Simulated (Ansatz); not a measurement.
# Be4Bi2O (built on the sites of a database entry of Ca4Bi2O): following an unstable mode, part 2 of 2

Which phase does Be4Bi2O (built on the sites of a database entry of Ca4Bi2O) fall into along its unstable mode, and how much energy does it gain?

Ansatz 0.2.0; DFT PBEsol, scalar-relativistic, plane waves, PAW.

So far, highest frequency on the path or at a solved wavevector (cm⁻¹): step 2 (phonons on a q mesh) 957. Also lowest frequency on the path (cm⁻¹): step 2 -443.

The structure was built from a prototype and need not be the compound's stable phase.

## (4) The mode frozen in, largest atomic shift 0.32 Å

The atoms are moved along the unstable eigenvector, the largest shift by 0.32 Å, with the cell fixed.

File input.yaml:

```yaml
crystal:
  lattice:
    - [0.0, -4.1514993781, 0.0]
    - [-4.1514993781, 0.0, 0.0]
    - [0.0, 0.0, -11.9653715001]
  atoms:
    - { symbol: Be, position: [0.5, 0.5198441994, 0.1300777574] }
    - { symbol: Be, position: [1.0, 0.9801558006, 0.6300777574] }
    - { symbol: Be, position: [0.5, 0.0770805848, 0.0] }
    - { symbol: Be, position: [0.0, 0.4229194152, 0.5] }
    - { symbol: Be, position: [0.5, 0.5198441994, 0.8699222426] }
    - { symbol: Be, position: [1.0, 0.9801558006, 0.3699222426] }
    - { symbol: Be, position: [0.0, 0.5029023512, 0.0] }
    - { symbol: Be, position: [0.5, -0.0029023512, 0.5] }
    - { symbol: Bi, position: [0.0, -0.0004716991, 0.8476476792] }
    - { symbol: Bi, position: [0.5, 0.5004716991, 0.3476476792] }
    - { symbol: Bi, position: [0.5, 0.5004716991, 0.6523523208] }
    - { symbol: Bi, position: [1.0, 0.9995283009, 0.1523523208] }
    - { symbol: O, position: [0.5, 0.4493665053, 0.0] }
    - { symbol: O, position: [1.0, 1.0506334947, 0.5] }
kpoints:
  mp_grid: { grid: [8, 8, 4] }
hamiltonian:
  xc: pbesol
scf:
  occupations: { method: methfessel_paxton, width: 0.2 }
output:
  forces: true
  stress: true
  eigenvalues: true
  write_density: true
  write_potential: true
  elf: true
  volumetric_format: npy
```

Launch:

```sh
$ ansatz run input.yaml --threads 8 --pin off --max-ram 14336MiB --backend cpu --events-out ev --progress --plain --runs-dir out
```

Numbers of over 12 decimals in the logs are rounded to 6 here.

The program printed:

```text
[...]
Crystal: 14 atoms, lattice volume = 206.223 Å³
Basis set: ecut = 420 eV, 4007 PW (Γ), exchange–correlation on 60×60×160 points (8 copies of the dense FFT grid, shifted against one another)
Bands: 58, of which v1, the nominal top of the filled ones, is band 44 counted from 1 (43 counted from 0)
Symmetry: 8 space group operations
[...]
k-points: 75 of 256
[...]
k-point 0: bands = [... 40 lower, 9.4742, 10.1161, 10.2294, 10.2834, 10.6110, 10.6739, 10.7573, 11.4923, ... 10 higher]
  k-point 1: bands = [... 40 lower, 9.5806, 10.1326, 10.1376, 10.2129, 10.6869, 10.7559, 11.0794, 11.6239, ... 10 higher]
  k-point 2: bands = [... 40 lower, 9.8428, 9.8428, 10.1727, 10.1727, 10.7259, 10.7259, 11.8159, 11.8159, ... 10 higher]
  k-point 74: bands = [... 40 lower, 7.8408, 7.8408, 8.1914, 8.1914, 11.6156, 11.6156, 11.9060, 11.9060, ... 10 higher]
[key lines of the parts left out:]
SCF converged after 7 iterations
Free energy (F): -50808.927301 eV
Fermi energy:    10.868134 eV
P = ⅓ Tr σ = 1.8414 GPa (18.414 kbar)
```

Elapsed: 9 s, on 8 threads of AMD EPYC 7R43, shared host; peak memory 1.3 GiB.

This step gave:

```yaml
pressure: 1.841 GPa
energy_from_the_undistorted_cell: -34.67 meV/atom
```

The energy, extrapolated to zero smearing, is -34.67 meV/atom against the undistorted cell.

The run ends at a pressure of 1.84 GPa, with forces up to 0.95 eV/Å.

## (5) Energy along the mode, all amplitudes (two of the runs are shown above)

An imaginary frequency means negative curvature, so the energy should fall and then rise again as anharmonic terms take over.

This step gave:

* depth at the lowest point sampled: 34.67 meV/atom
* largest atomic shift at that point: 0.32 Å

Energy from the parent against largest atomic shift:

| largest atomic shift (Å) | energy from the parent (meV/atom) |
| --- | --- |
| 0.000 | 0 |
| 0.040 | -1.41 |
| 0.080 | -5.47 |
| 0.140 | -15.4 |
| 0.220 | -30.8 |
| 0.320 | -34.7 |
| 0.450 | 66.0 |

Displacement at unit largest shift by atom:

| atom | x (Å) | y (Å) | z (Å) | size |
| --- | --- | --- | --- | --- |
| Be1 | -0.26 | 0.00 | 0.00 | 0.26 |
| Be2 | 0.26 | 0.00 | 0.00 | 0.26 |
| Be3 | -1.00 | 0.00 | 0.00 | 1.00 |
| Be4 | 1.00 | 0.00 | 0.00 | 1.00 |
| Be5 | -0.26 | 0.00 | 0.00 | 0.26 |
| Be6 | 0.26 | 0.00 | 0.00 | 0.26 |
| Be7 | -0.04 | 0.00 | 0.00 | 0.04 |
| Be8 | 0.04 | 0.00 | 0.00 | 0.04 |
| Bi9 | 0.01 | 0.00 | 0.00 | 0.01 |
| Bi10 | -0.01 | 0.00 | 0.00 | 0.01 |
| Bi11 | -0.01 | 0.00 | 0.00 | 0.01 |
| Bi12 | 0.01 | 0.00 | 0.00 | 0.01 |
| O13 | 0.66 | 0.00 | 0.00 | 0.66 |
| O14 | -0.66 | 0.00 | 0.00 | 0.66 |

The lowest of the steps tried is at 0.32 Å, 34.7 meV/atom below the parent; the bottom of the well need not coincide with a step.

## (6) Relaxation from the frozen mode

Starting from the lowest point found, all atoms and the cell are let go, so that strain and other modes of the same symmetry can join in.

Changes to input.yaml since step 4:

```diff
@@ -30,5 +30,6 @@
   eigenvalues: true
-  write_density: true
-  write_potential: true
-  elf: true
-  volumetric_format: npy
+relax:
+  adjacent_minimum: "off"
+  f_tol: 0.002
+  max_steps: 120
+  cell: { stress_tol: 0.03 }
```

The program printed:

```text
[...]
Crystal: 14 atoms, lattice volume = 206.223 Å³
Basis set: ecut = 420 eV, 4007 PW (Γ), exchange–correlation on 60×60×160 points (8 copies of the dense FFT grid, shifted against one another)
Bands: 58, of which v1, the nominal top of the filled ones, is band 44 counted from 1 (43 counted from 0)
Symmetry: 8 space group operations
[...]
k-points: 75 of 256
[...]
SCF iter   1: F=—  HF=-50808.978446 eV  |F-HF|=—  |Δ(HF+E_count)|=         —  Δρ=8.56e-3  dr2=1.80e-1  ethr=1.77e-3  ⟨swp⟩=11.2  Hψ=25680  notcnv=0
[...]
SCF iter   7: F=-50808.927301 eV  HF=-50808.927301 eV  |F-HF|=1.14e-8  |Δ(HF+E_count)|=   1.24e-7  S|Δr|=    0.00e0  Δρ=3.90e-6  dr2=3.71e-8  ethr=1.14e-10  ⟨swp⟩=11.5  Hψ=21680  notcnv=0
SCF 1 converged in 7 iterations: F = -50808.927301 eV  dr2 = 3.71e-8
[...]
relax step   1: F+E_penalty+E_count = -50808.92730101 eV  Δ(F+E_penalty+E_count) = +0.000e0 eV  max|allowed force component| = 9.467e-1 eV/Å  Δτ_max = 0.0000 Å  P = +1.841 GPa  Ω = 206.223 Å³  (7 SCF iters, dr2 threshold 1.00e-7 eV, accepted)
Crystal: 14 atoms, lattice volume = 215.197 Å³
Basis set: ecut = 420 eV, 4193 PW (Γ), exchange–correlation on 60×60×160 points (8 copies of the dense FFT grid, shifted against one another)
[...]
SCF iter   7: F=-50809.267155 eV  HF=-50809.267155 eV  |F-HF|=1.52e-7  |Δ(HF+E_count)|=   3.15e-7  S|Δr|=    0.00e0  Δρ=1.02e-5  dr2=3.76e-7  ethr=1.59e-9  ⟨swp⟩=8.4  Hψ=20821  notcnv=0
the search or the solves at the SCF's close seem to have found levels that the self-consistency loop had missed (the run counts 1). By its estimate they hold under 1e-12 electrons; where the run keeps them, the occupations were computed again with them
SCF 2 converged in 7 iterations: F = -50809.267155 eV  dr2 = 3.76e-7
relax step   2: F+E_penalty+E_count = -50809.26715468 eV  Δ(F+E_penalty+E_count) = -3.399e-1 eV  max|allowed force component| = 6.087e-1 eV/Å  Δτ_max = 0.1929 Å  P = -0.204 GPa  Ω = 215.197 Å³  energy of the carried Pulay correction = -7.743e-3 eV  (7 SCF iters, dr2 threshold 1.40e-6 eV, accepted)
Crystal: 14 atoms, lattice volume = 216.022 Å³
Basis set: ecut = 420 eV, 4217 PW (Γ), exchange–correlation on 60×60×160 points (8 copies of the dense FFT grid, shifted against one another)
[...]
SCF iter   6: F=-50809.625338 eV  HF=-50809.625338 eV  |F-HF|=4.60e-7  |Δ(HF+E_count)|=   4.20e-6  S|Δr|=    0.00e0  Δρ=1.62e-5  dr2=1.07e-6  ethr=1.59e-9  ⟨swp⟩=6.5  Hψ=21587  notcnv=0
SCF 3 converged in 6 iterations: F = -50809.625338 eV  dr2 = 1.07e-6
relax step   3: F+E_penalty+E_count = -50809.62533803 eV  Δ(F+E_penalty+E_count) = -3.582e-1 eV  max|allowed force component| = 9.595e-1 eV/Å  Δτ_max = 0.1936 Å  P = -0.473 GPa  Ω = 216.022 Å³  energy of the carried Pulay correction = -8.438e-3 eV  (6 SCF iters, dr2 threshold 1.40e-6 eV, accepted)
[... from here on, the SCF cycles and remarks between the steps are left out ...]
relax step   4: F+E_penalty+E_count = -50810.19686082 eV  Δ(F+E_penalty+E_count) = -5.715e-1 eV  max|allowed force component| = 8.591e-1 eV/Å  Δτ_max = 0.1981 Å  P = -1.200 GPa  Ω = 216.116 Å³  energy of the carried Pulay correction = -8.517e-3 eV  (6 SCF iters, dr2 threshold 1.40e-6 eV, accepted)
relax step   5: F+E_penalty+E_count = -50810.46956703 eV  Δ(F+E_penalty+E_count) = -2.727e-1 eV  max|allowed force component| = 7.102e-1 eV/Å  Δτ_max = 0.1909 Å  P = -1.191 GPa  Ω = 213.200 Å³  energy of the carried Pulay correction = -6.049e-3 eV  (7 SCF iters, dr2 threshold 1.40e-6 eV, accepted)
relax step   6: F+E_penalty+E_count = -50810.63908005 eV  Δ(F+E_penalty+E_count) = -1.695e-1 eV  max|allowed force component| = 3.806e-1 eV/Å  Δτ_max = 0.1761 Å  P = +0.024 GPa  Ω = 210.534 Å³  energy of the carried Pulay correction = -3.762e-3 eV  (7 SCF iters, dr2 threshold 1.40e-6 eV, accepted)
relax step   7: F+E_penalty+E_count = -50810.79089242 eV  Δ(F+E_penalty+E_count) = -1.518e-1 eV  max|allowed force component| = 3.605e-1 eV/Å  Δτ_max = 0.1051 Å  P = +0.879 GPa  Ω = 212.056 Å³  energy of the carried Pulay correction = -5.071e-3 eV  (6 SCF iters, dr2 threshold 1.40e-6 eV, accepted)
relax step   8: F+E_penalty+E_count = -50810.82218602 eV  Δ(F+E_penalty+E_count) = -3.129e-2 eV  max|allowed force component| = 3.382e-1 eV/Å  Δτ_max = 0.0702 Å  P = +0.150 GPa  Ω = 213.778 Å³  energy of the carried Pulay correction = -6.541e-3 eV  (7 SCF iters, dr2 threshold 1.40e-6 eV, accepted)
relax step   9: F+E_penalty+E_count = -50810.83658495 eV  Δ(F+E_penalty+E_count) = -1.440e-2 eV  max|allowed force component| = 1.158e-1 eV/Å  Δτ_max = 0.0321 Å  P = -0.133 GPa  Ω = 215.376 Å³  energy of the carried Pulay correction = -7.894e-3 eV  (6 SCF iters, dr2 threshold 1.40e-6 eV, accepted)
relax step  10: F+E_penalty+E_count = -50810.84158227 eV  Δ(F+E_penalty+E_count) = -4.997e-3 eV  max|allowed force component| = 2.953e-2 eV/Å  Δτ_max = 0.0142 Å  P = +0.039 GPa  Ω = 214.908 Å³  energy of the carried Pulay correction = -7.499e-3 eV  (5 SCF iters, dr2 threshold 8.38e-7 eV, accepted)
relax step  11: F+E_penalty+E_count = -50810.84172651 eV  Δ(F+E_penalty+E_count) = -1.442e-4 eV  max|allowed force component| = 1.093e-2 eV/Å  Δτ_max = 0.0099 Å  P = -0.026 GPa  Ω = 215.350 Å³  energy of the carried Pulay correction = -7.872e-3 eV  (6 SCF iters, dr2 threshold 5.45e-8 eV, accepted)
relax step  12: F+E_penalty+E_count = -50810.84182104 eV  Δ(F+E_penalty+E_count) = -9.453e-5 eV  max|allowed force component| = 3.386e-2 eV/Å  Δτ_max = 0.0080 Å  P = +0.074 GPa  Ω = 215.077 Å³  energy of the carried Pulay correction = -7.641e-3 eV  (6 SCF iters, dr2 threshold 3.26e-8 eV, rejected (line search))
relax step  13: F+E_penalty+E_count = -50810.84198626 eV  Δ(F+E_penalty+E_count) = -2.597e-4 eV  max|allowed force component| = 5.506e-4 eV/Å  Δτ_max = 0.0033 Å  P = -0.005 GPa  Ω = 215.249 Å³  energy of the carried Pulay correction = -7.787e-3 eV  (8 SCF iters, accepted)
relax step  14: F+E_penalty+E_count = -50810.86802118 eV  Δ(F+E_penalty+E_count) = -2.603e-2 eV  max|allowed force component| = 7.001e-3 eV/Å  Δτ_max = 0.0000 Å  P = +0.162 GPa  Ω = 215.249 Å³  stress off target by 3.04e-1 GPa  SCF on the basis re-selected at this cell (its energy is not comparable with the rows above)  (8 SCF iters)
relax step  15: F+E_penalty+E_count = -50810.86822819 eV  Δ(F+E_penalty+E_count) = -2.070e-4 eV  max|allowed force component| = 5.418e-3 eV/Å  Δτ_max = 0.0041 Å  P = +0.021 GPa  Ω = 215.704 Å³  energy of the carried Pulay correction = -3.914e-4 eV  (5 SCF iters, dr2 threshold 2.31e-7 eV, accepted)
relax step  16: F+E_penalty+E_count = -50810.86816796 eV  Δ(F+E_penalty+E_count) = +6.023e-5 eV  max|allowed force component| = 3.346e-3 eV/Å  Δτ_max = 0.0019 Å  P = +0.005 GPa  Ω = 215.834 Å³  energy of the carried Pulay correction = -5.057e-4 eV  (5 SCF iters, dr2 threshold 5.46e-9 eV, accepted)
relax step  17: F+E_penalty+E_count = -50810.86813664 eV  Δ(F+E_penalty+E_count) = +3.132e-5 eV  max|allowed force component| = 1.073e-3 eV/Å  Δτ_max = 0.0011 Å  P = -0.001 GPa  Ω = 215.878 Å³  energy of the carried Pulay correction = -5.474e-4 eV  (6 SCF iters, dr2 threshold 7.00e-10 eV, accepted)
[...]
SCF iter   6: F=-50810.868698 eV  HF=-50810.868698 eV  |F-HF|=5.09e-11  |Δ(HF+E_count)|=   1.32e-9  S|Δr|=    0.00e0  Δρ=1.22e-7  dr2=8.54e-12  ethr=1.00e-12  ⟨swp⟩=6.5  Hψ=15867  notcnv=0
SCF 18 converged in 6 iterations: F = -50810.868698 eV  dr2 = 8.54e-12
relax step  18: F+E_penalty+E_count = -50810.86869771 eV  Δ(F+E_penalty+E_count) = -5.611e-4 eV  max|allowed force component| = 1.011e-3 eV/Å  Δτ_max = 0.0000 Å  P = -0.000 GPa  Ω = 215.878 Å³  stress off target by 6.49e-3 GPa  SCF on the basis re-selected at this cell (its energy is not comparable with the rows above)  (6 SCF iters)
[...]
SCF converged after 6 iterations
[...]
Free energy (F): -50810.868698 eV
[...]
Internal energy: -50810.867006 eV  (E = F + TS)
E sigma→0 (E₀):  -50810.868275 eV
Entropy (-TS):   -0.001692 eV (-0.121 meV/atom)
Fermi energy:    9.673564 eV
[...]
--- Forces (eV/Å), atoms counted from 1 ---
  atom   1  Be     0.00080718     0.00000000     0.00011780
  atom   2  Be    -0.00080718    -0.00000000     0.00011780
  atom   3  Be    -0.00101104     0.00000000     0.00000000
  atom   4  Be     0.00101104    -0.00000000    -0.00000000
  atom   5  Be     0.00080718     0.00000000    -0.00011780
  atom   6  Be    -0.00080718    -0.00000000    -0.00011780
  atom   7  Be     0.00006740     0.00000000     0.00000000
  atom   8  Be    -0.00006740    -0.00000000    -0.00000000
  atom   9  Bi    -0.00033137    -0.00000000     0.00009658
  atom  10  Bi     0.00033137    -0.00000000     0.00009658
  atom  11  Bi     0.00033137     0.00000000    -0.00009658
  atom  12  Bi    -0.00033137     0.00000000    -0.00009658
  atom  13  O      0.00058442    -0.00000000    -0.00000000
  atom  14  O     -0.00058442     0.00000000     0.00000000
  max |Σ_I F_I| component: 2.17e-19 eV/Å
--- Stress (GPa, compression-positive) ---
       -0.001594      -0.000000       0.000000
       -0.000000       0.006485       0.000000
        0.000000       0.000000      -0.005795
  P = ⅓ Tr σ = -0.0003 GPa (-0.003 kbar)
--- Band table (eV; the first three rows and the last of 75) ---
  k-point 0: bands = [... 40 lower, 8.3930, 8.5859, 8.5928, 8.7968, 9.6327, 10.2771, 10.4001, 10.7768, ... 10 higher]
  k-point 1: bands = [... 40 lower, 8.3593, 8.5386, 8.8786, 8.9027, 9.4867, 10.1095, 10.4725, 10.7996, ... 10 higher]
  k-point 2: bands = [... 40 lower, 8.4395, 8.4395, 9.1758, 9.1758, 9.4827, 9.4827, 10.7549, 10.7549, ... 10 higher]
  k-point 74: bands = [... 40 lower, 7.5823, 7.5823, 8.0521, 8.0521, 10.7137, 10.7137, 12.1957, 12.1957, ... 10 higher]
--- Relaxed structure (16 steps of the walk, 15 accepted, 2 SCFs on fresh bases) ---
  F+E_penalty+E_count = -50810.86869771 eV   max|allowed force component| = 1.011e-3 eV/Å   (the final SCF, on the basis selected at the relaxed cell)
  cell:  # Å, volume = 215.8783 Å³
    - [0.0, -4.353400, 0.0]
    - [-4.467606, 0.0, 0.0]
    - [0.0, 0.0, -11.099551]
  atoms:
    - { symbol: Be, position: [0.500000, 0.686476, 0.110621] }
    - { symbol: Be, position: [1.000000, 0.813524, 0.610621] }
    - { symbol: Be, position: [0.500000, 0.115756, 0] }
    - { symbol: Be, position: [0, 0.384244, 0.500000] }
    - { symbol: Be, position: [0.500000, 0.686476, 0.889379] }
    - { symbol: Be, position: [1.000000, 0.813524, 0.389379] }
    - { symbol: Be, position: [0, 0.493790, 0] }
    - { symbol: Be, position: [0.500000, 0.00620955, 0.500000] }
    - { symbol: Bi, position: [0, -0.012876, 0.839674] }
    - { symbol: Bi, position: [0.500000, 0.512876, 0.339674] }
    - { symbol: Bi, position: [0.500000, 0.512876, 0.660326] }
    - { symbol: Bi, position: [1.000000, 0.987124, 0.160326] }
    - { symbol: O, position: [0.500000, 0.461709, 0] }
    - { symbol: O, position: [1.000000, 1.038291, 0.500000] }
```

Wall time 2.1 min (8 threads); peak memory 1.4 GiB; 16 min of CPU time.

The steps of the relaxation:

| step | energy less that of the first step (eV) | largest force component (eV/Å) | pressure (GPa) | volume (Å³) |
| --- | --- | --- | --- | --- |
| 1 | 0.0000 | 0.9467 | 1.84 | 206.22 |
| 2 | -0.3399 | 0.6087 | -0.20 | 215.20 |
| 3 | -0.6980 | 0.9595 | -0.47 | 216.02 |
| 4 | -1.2696 | 0.8591 | -1.20 | 216.12 |
| 5 | -1.5423 | 0.7102 | -1.19 | 213.20 |
| 6 | -1.7118 | 0.3806 | 0.02 | 210.53 |
| 7 | -1.8636 | 0.3605 | 0.88 | 212.06 |
| 8 | -1.8949 | 0.3382 | 0.15 | 213.78 |
| 9 | -1.9093 | 0.1158 | -0.13 | 215.38 |
| 10 | -1.9143 | 0.0295 | 0.04 | 214.91 |
| 11 | -1.9144 | 0.0109 | -0.03 | 215.35 |
| 12 | -1.9145 | 0.0339 | 0.07 | 215.08 |
| 13 | -1.9147 | 0.0006 | -0.01 | 215.25 |
| 14* | -1.9407 | 0.0070 | 0.16 | 215.25 |
| 15 | -1.9409 | 0.0054 | 0.02 | 215.70 |
| 16 | -1.9409 | 0.0033 | 0.00 | 215.83 |
| 17 | -1.9408 | 0.0011 | 0.00 | 215.88 |
| 18* | -1.9414 | 0.0010 | 0.00 | 215.88 |

Relaxation steps marked * repeat the geometry before them on a plane-wave basis chosen anew for their cell, so energy and pressure can jump there. Relaxation step 12 was tried and not accepted.

The run keeps the 8 symmetry operations that it works with, so distortions that break them were not tested.

| cell as run | before | after | change |
| --- | --- | --- | --- |
| a (Å) | 4.151 | 4.353 | +4.9 % |
| b (Å) | 4.151 | 4.468 | +7.6 % |
| c (Å) | 11.965 | 11.100 | -7.2 % |
| volume (Å³/atom) | 14.73 | 15.42 | +4.7 % |

The atoms that moved most (Å, as changes of fractional coordinates times the final cell):

| atom | dx | dy | dz | length |
| --- | --- | --- | --- | --- |
| Be1 | -0.744 | 0.000 | 0.216 | 0.775 |
| Be2 | 0.744 | 0.000 | 0.216 | 0.775 |
| Be6 | 0.744 | 0.000 | -0.216 | 0.775 |
| Be5 | -0.744 | 0.000 | -0.216 | 0.775 |
| Be4 | 0.173 | 0.000 | 0.000 | 0.173 |
| Be3 | -0.173 | 0.000 | 0.000 | 0.173 |
| Bi11 | -0.055 | 0.000 | -0.089 | 0.104 |
| Bi9 | 0.055 | 0.000 | 0.089 | 0.104 |

The relaxed structure:

```xyz
14
Lattice="0.0000 -4.3534 0.0000 -4.4676 0.0000 0.0000 0.0000 0.0000 -11.0996" Properties=species:S:1:pos:R:3 pbc="T T T"
Be   -3.0669   -2.1767   -1.2278
Be   -3.6345   -4.3534   -6.7776
Be   -0.5172   -2.1767    0.0000
Be   -1.7167    0.0000   -5.5498
Be   -3.0669   -2.1767   -9.8717
Be   -3.6345   -4.3534   -4.3219
Be   -2.2061    0.0000    0.0000
Be   -0.0277   -2.1767   -5.5498
Bi    0.0575    0.0000   -9.3200
Bi   -2.2913   -2.1767   -3.7702
Bi   -2.2913   -2.1767   -7.3293
Bi   -4.4101   -4.3534   -1.7796
O    -2.0627   -2.1767    0.0000
O    -4.6387   -4.3534   -5.5498
```

Numbers from this step:

- pressure: -3.01e-4 GPa
- volume per atom: 15.42 Å³

The distorted start has space group Pmmn; the relaxation ends in Pmmn.

## (7) Results

| Property | Result |
| --- | --- |
| unstable mode of the parent | q = (-0.5, -0.5, -0.5), 443i cm⁻¹ |
| depth at the lowest point sampled | 34.7 meV/atom |
| largest atomic shift at that point | 0.32 Å |
| space group reached (within 0.01 Å) | Pmmn |
| energy gained over the parent (first relaxation, on the mesh of the frozen mode) | 173 meV/atom |
| volume per atom, phase reached | 15.4 Å³ |

**Reading.** Along this mode the structure falls into Pmmn, 173 meV/atom below the parent. At the parent's cell the well is 34.67 meV/atom deep on the steps tried, with its lowest point at a shift of 0.32 Å. Relaxing atoms and cell changes the gain by +138.53 meV/atom against the lowest step (energies at zero smearing). Most of the total comes from this relaxation. The modes of the phase reached were not computed on this path. Of the 5 patterns followed to their end from this parent, this one ends 80.1 meV/atom above the lowest, P2_1/m. Another end point lies within 1 meV/atom; how such a difference moves with mesh and cutoff was not tested. Each path keeps the symmetry of its pattern, so a lower phase may lie along a pattern not tried. The q mesh stands for a supercell only 8.3 Å across, so branches between the solved wavevectors are rough. With no gap, or one that is small against the smearing, the frequencies hang on the k mesh and the smearing, most of all near Kohn anomalies. Spin-orbit coupling is left out, which can matter for the heavy elements here. A phonon run warned that its eigensolver left some bands unconverged in a pass. The starting cell was built on a prototype and not taken from a measurement, so the phase need not exist.

[Logs are printed without paths, hosts, clocks, repeated set-up lines and the standing remarks that a program may print on its own settings, such as how far it seeks lower states.]

[Hosts, paths, dates, database ids (printed as entryN), source tags and the programs' standing remarks are cut or masked in the printed files.]
